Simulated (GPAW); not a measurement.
# Optical response of ScBPd3, part 2 of 2

Aim: the dielectric function of ScBPd3, and the optical constants that follow from it.

GPAW 26.7.0; DFT, RPBE, plane-wave PAW (GPAW data sets), scalar-relativistic, RPA, optical limit.

So far. Step 2 (Ground state): There are states at the Fermi level within the smearing, so the occupations stay smeared and the carriers get a Drude term.

## (4) Dielectric function, RPA

Local fields let the induced charge screen the field inside the cell, which as a rule lowers ε, most along directions where the density is uneven.

This step: DFT, RPBE, plane-wave PAW (GPAW data sets), scalar-relativistic, RPA, optical limit (GPAW 26.7.0).

Contents of df.py:

```python
from gpaw.response.df import DielectricFunction

df = DielectricFunction('full.gpw', frequencies={'type': 'nonlinear', 'domega0': 0.03, 'omega2': 8},
                        ecut=50,
                        eta=0.05,
                        nbands=58,
                        rate=0.05,
                        txt='df.txt')
for direction in ['x']:
    df.get_dielectric_function(xc='RPA', direction=direction, filename=f'df_{direction}.csv')
```

On the command line:

```bash
$ OMP_NUM_THREADS=1 python df.py
```

Output:

```text
Using integrator: PointIntegrator
NonLinearFrequencyDescriptor(from 0.000 to 74.322 eV, 512 points)
Nonperiodic BCs:  [False False False]
Using integrator: PointIntegrator
NonLinearFrequencyDescriptor(from 0.000 to 74.322 eV, 512 points)
Nonperiodic BCs:  [False False False]
Using integrator: PointIntegrator

Calculating chi0 body with:
    Ground state adapter containing:
    Number of spins: 1
    Number of kpoints: 512
    Number of irreducible kpoints: 35
    Number of completely occupied states: 29
    Number of partially occupied states: 35

    Linear response parametrization:
    q_c: [0.0, 0.0, 0.0]
    Number of frequency points: 512
    Planewave cutoff: 50.0
    Number of bands: 58
    Number of planewaves: 57
    Broadening (eta): 0.05

Integrating chi0 body.

Symmetries of q_c:
    Direct symmetries (Uq -> q): 48
    Indirect symmetries (TUq -> q): 0
In total 48 allowed symmetries.

35 groups of equivalent kpoints. 93.1640625% reduction.

Integral kind: spectral function

Calculating chi0 optical extensions with:
    Ground state adapter containing:
    Number of spins: 1
    Number of kpoints: 512
    Number of irreducible kpoints: 35
    Number of completely occupied states: 29
    Number of partially occupied states: 35

    Linear response parametrization:
    Number of frequency points: 512
    Planewave cutoff: 50.0
    Number of bands: 58
    Number of planewaves: 57
    Broadening (eta): 0.05
Integrating chi0 head and wings.

Symmetries of q_c:
    Direct symmetries (Uq -> q): 48
    Indirect symmetries (TUq -> q): 0
In total 48 allowed symmetries.

35 groups of equivalent kpoints. 93.1640625% reduction.

Integral kind: spectral function wings

Calculating drude chi0 with:
    Number of frequency points:512
    Plasma frequency decay rate: 0.05 eV

    Ground state adapter containing:
    Number of spins: 1
    Number of kpoints: 512
    Number of irreducible kpoints: 35
    Number of completely occupied states: 29
    Number of partially occupied states: 35

Symmetries of q_c:
    Direct symmetries (Uq -> q): 48
    Indirect symmetries (TUq -> q): 0
In total 48 allowed symmetries.

35 groups of equivalent kpoints. 93.1640625% reduction.

Integral kind: intraband
Plasma frequency:
[[3.26-0.j 0.  +0.j 0.  +0.j]
 [0.  +0.j 3.26-0.j 0.  +0.j]
 [0.  +0.j 0.  +0.j 3.26-0.j]]
```

Wall time 26 s (1 thread of Arm Neoverse V1, shared host); peak memory 0.38 GiB.

Sum at mesh points, not converged in k. The Im ε, E ∥ x by photon energy; read off at these points:

```csv
photon energy (eV),"Im ε, E ∥ x"
0.5,76.7
1.0,14.3
1.5,8.10
2.0,24.8
2.5,9.77
3.0,12.5
3.5,9.03
4.0,10.1
4.5,8.67
5.0,4.51
5.5,4.56
6.0,5.29
6.5,5.33
7.0,2.71
7.5,2.77
8.0,2.29
8.5,2.84
9.0,2.64
9.5,2.62
10.0,2.89
10.5,2.52
11.0,2.13
11.5,2.03
12.0,1.47
12.5,1.77
13.0,0.838
13.5,0.832
14.0,1.31
14.5,0.840
15.0,0.883
15.5,0.690
16.0,0.983
16.5,0.989
17.0,1.10
17.5,1.22
18.0,0.976
18.5,1.15
19.0,0.970
19.5,0.844
```

Values under 1 per cm are given as 1; sum at mesh points, not converged in k. The absorption coefficient, E ∥ x by photon energy:

photon energy (eV), log10 absorption coefficient, E ∥ x (1/cm) and a bar from the least value:
```
     1.01        5.7 
     1.99        5.8 #########
     3.02        5.9 #############
     3.98        6.0 #####################
     4.98        6.0 ###################
     6.02        6.0 ######################
     6.99        6.1 #########################
     8.03        6.0 ####################
     9.02        6.0 #####################
    10.03        6.1 #############################
    11.03        6.1 ###########################
    12.02        6.1 ##############################
    13.00        6.0 #######################
    14.04        6.1 #########################
    14.96        6.0 #####################
    16.03        6.0 ###################
    16.96        6.0 #####################
    18.05        6.0 ########################
    18.97        6.1 #############################
```

The loss function −Im 1/ε at q → 0, E ∥ x has structure finer than the step of the table below, so its rows give means over 0.5 eV, whole bins alone (the curve runs from 0.305 to 19.8 eV). Peaks (eV: height): 8.21: 0.575, 12.26: 0.698, 13.43: 1.35, 15.44: 1.34, 16.34: 0.988.

Sum at mesh points, not converged in k. The loss function −Im 1/ε at q → 0, E ∥ x by energy loss; means over each step:

```csv
energy loss (eV),"loss function −Im 1/ε at q → 0, E ∥ x"
1.0,0.0423
1.5,0.0820
2.0,0.0458
2.5,0.0876
3.0,0.0909
3.5,0.106
4.0,0.110
4.5,0.120
5.0,0.172
5.5,0.218
6.0,0.194
6.5,0.158
7.0,0.242
7.5,0.317
8.0,0.455
8.5,0.391
9.0,0.372
9.5,0.336
10.0,0.339
10.5,0.368
11.0,0.402
11.5,0.420
12.0,0.512
12.5,0.529
13.0,0.869
13.5,1.14
14.0,0.796
14.5,1.08
15.0,1.12
15.5,1.22
16.0,0.869
16.5,0.882
17.0,0.769
17.5,0.784
18.0,0.936
18.5,0.903
19.0,1.04
19.5,1.14
```

Sum at mesh points, not converged in k. Im ε, E ∥ x against photon energy; read off at these points:

```csv
photon energy (eV),without local fields,with local fields
0.5,76.5,76.7
1.0,14.6,14.3
1.5,8.26,8.10
2.0,25.6,24.8
2.5,10.1,9.77
3.0,13.6,12.5
3.5,9.76,9.03
4.0,10.6,10.1
4.5,9.22,8.67
5.0,4.73,4.51
5.5,4.72,4.56
6.0,5.33,5.29
6.5,5.27,5.33
7.0,2.61,2.71
7.5,2.73,2.77
8.0,2.35,2.29
8.5,2.82,2.84
9.0,2.67,2.64
9.5,2.56,2.62
10.0,2.71,2.89
10.5,2.42,2.52
11.0,2.06,2.13
11.5,2.01,2.03
12.0,1.50,1.47
12.5,1.72,1.77
13.0,0.853,0.838
13.5,0.846,0.832
14.0,1.34,1.31
14.5,0.860,0.840
15.0,0.935,0.883
15.5,0.759,0.690
16.0,1.08,0.983
16.5,1.10,0.989
17.0,1.21,1.10
17.5,1.37,1.22
18.0,1.06,0.976
18.5,1.27,1.15
19.0,1.10,0.970
19.5,1.07,0.844
```

The reflectivity at normal incidence, E ∥ x has structure finer than the step of the table below, so its rows give means over 0.5 eV, whole bins alone (the curve runs from 0.305 to 19.8 eV). Peaks (eV: height): 0.49: 87.3, 2.17: 57.9, 4.02: 49.2, 4.70: 51.2, 6.87: 48.0, 11.94: 37.2, 12.75: 47.1.

Sum at mesh points, not converged in k. The reflectivity at normal incidence, E ∥ x by photon energy; means over each step:

```csv
photon energy (eV),"reflectivity at normal incidence, E ∥ x (%)"
1.0,71.3
1.5,37.8
2.0,52.9
2.5,46.5
3.0,42.7
3.5,41.2
4.0,43.9
4.5,43.1
5.0,41.3
5.5,32.4
6.0,31.7
6.5,42.2
7.0,42.4
7.5,33.6
8.0,26.9
8.5,19.6
9.0,20.2
9.5,23.3
10.0,27.8
10.5,27.3
11.0,28.3
11.5,31.2
12.0,33.8
12.5,31.5
13.0,32.8
13.5,18.6
14.0,16.8
14.5,19.2
15.0,15.7
15.5,11.1
16.0,8.54
16.5,8.79
17.0,8.86
17.5,12.0
18.0,12.5
18.5,12.8
19.0,14.6
19.5,14.0
```

Optical constants at common wavelengths, from n + ik = √ε:

```csv
wavelength (nm),n,k,R (%),1/α
1550,2.28,6.182,81.4,20 nm
1064,1.50,2.753,56.6,31 nm
450,2.27,2.305,43.2,16 nm
405,2.50,2.449,45.2,13 nm
365,2.14,2.221,42.1,13 nm
248,1.29,1.746,37.8,11 nm
193,1.52,2.134,44.4,7.2 nm
```

In reflection the computed colour is faintly yellow: x = 0.336, y = 0.360, luminous reflectivity 53 %.

## (5) Summary of results

**Reading.** At this level (RPBE, RPA) ScBPd3 is a metal. The mesh is too coarse to trust the carriers' weight, the reflectivity or the colour to better than tens of per cent. In reflection the computed colour is faintly yellow: x = 0.336, y = 0.360, luminous reflectivity 53 %. The carriers' damping of 0.05 eV is typed, not computed; it shapes the response at the lowest energies. The curves end at 20 eV, about where the summed bands run out. In this version of GPAW the matrix elements of the optical limit are incomplete, which can lower ε − 1 by up to a tenth where first-row anions or d states rule, and shift it by more in d metals. GPAW's carrier term has the form −ωp²/(ω + i·rate)², which damps like twice the rate and fails at low energy, so the curves leave the lowest energies out. The sum runs over mesh points 0.19 Å⁻¹ apart with no interpolation, so peaks are partly noise of the mesh, and the Drude plasma energy, a sum over the Fermi surface, isn't converged.

[Machine, clock and banner lines and Python warnings are left out of the logs.]

[Logs are printed without paths, hosts, clocks, repeated set-up lines and the standing remarks that a program may print on its own settings, such as how far it seeks lower states.]

[Hosts, paths, dates, database ids (printed as entryN), source tags and the programs' standing remarks are cut or masked in the printed files.]
